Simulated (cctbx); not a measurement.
# Reading a Patterson map

Space group Im-3m (no. 229), a = 10.1010 Å, b = 10.1010 Å, c = 10.1010 Å, α = 90.00°, β = 90.00°, γ = 90.00°, content Pb2 Br24 Cu6 K8.

Simulated single-crystal data (cctbx): Mo Kα, λ = 0.71073 Å, to d = 0.77 Å, 50 % of the full sphere, strongest reflection 5000 counts, noise from counting, a 3 % proportional error and a noise floor of 15 counts (s.d.); no absorption.

Patterson synthesis, origin scaled to 1000:

```text
Patterson group I m -3 m
      u       v       w   height  length (A)
  0.000   0.000   0.000   1000.0     0.00
  0.000   0.000   0.500    838.6     5.05
  0.000   0.251   0.251    516.1     3.58
  0.000   0.000   0.248    448.2     2.51
  0.000   0.250   0.500    444.0     5.65
  0.250   0.250   0.250    188.9     4.37
  0.000   0.000   0.119     23.5     1.20
  0.000   0.074   0.074     17.9     1.06
  0.000   0.119   0.500     17.8     5.19
  0.000   0.000   0.379     16.0     3.82
  0.000   0.420   0.420     14.8     6.00
  0.000   0.074   0.426     13.9     4.37
  0.064   0.064   0.064     13.0     1.12
  0.000   0.250   0.376     13.0     4.56
```

**Question.** Which atom pairs make the peaks, and where is the heaviest atom?

A peak at u stands for all pairs with xi − xj = u, with weight Σ ZiZj against Σ Z² = 50782 at the origin. Peak heights follow these weights only roughly, since form factors, motion and series ripples differ, all vectors within 0.55 Å of a peak are counted as merged into it though the farther ones add only part of their weight, and F(000) is left out, which lowers the whole map:

| u | v | w | shortest length (Å) | height | 1000 ΣZiZj/ΣZ² | pairs in the cell |
| --- | --- | --- | --- | --- | --- | --- |
| 0.000 | 0.000 | 0.500 | 5.05 | 839 | 889 | 24 × Br–Br, 4 × Pb–Cu, 4 × Cu–Cu, 8 × K–K |
| 0.000 | 0.251 | 0.251 | 3.59 | 516 | 595 | 16 × Br–Br, 16 × Br–K |
| 0.000 | 0.000 | 0.248 | 2.51 | 448 | 466 | 12 × Br–Cu, 4 × Pb–Br |
| 0.000 | 0.250 | 0.500 | 5.65 | 444 | 466 | 12 × Br–Cu, 4 × Pb–Br |
| 0.250 | 0.250 | 0.250 | 4.37 | 189 | 253 | 12 × Cu–K, 4 × Pb–K |

The table stops at ten peaks or at a height of 45, below which ripples compete. In the model behind the data Pb, the heaviest element, has 1 independent site: (0, 0, 0), up to an allowed shift of origin. No listed peak is a Pb–Pb vector, so the position follows from the cell content and the cross vectors. The whole model:

```
atom  mult.    x       y    z  Ueq (Å²)
 Pb1      2    0       0    0    0.0037
 Br1     12  1/2       0  1/4    0.0074
 Br2     12    0  0.7536    0    0.0063
 Cu1      6    0     1/2    0    0.0052
  K1      8  1/4     1/4  3/4    0.0075
```

The model was made for the exercise: a known structure type with other elements put in, its volume estimated, not relaxed; displacement parameters are assumed.

[Logs are printed without paths, hosts, clocks, repeated set-up lines and the standing remarks that a program may print on its own settings, such as how far it seeks lower states.]
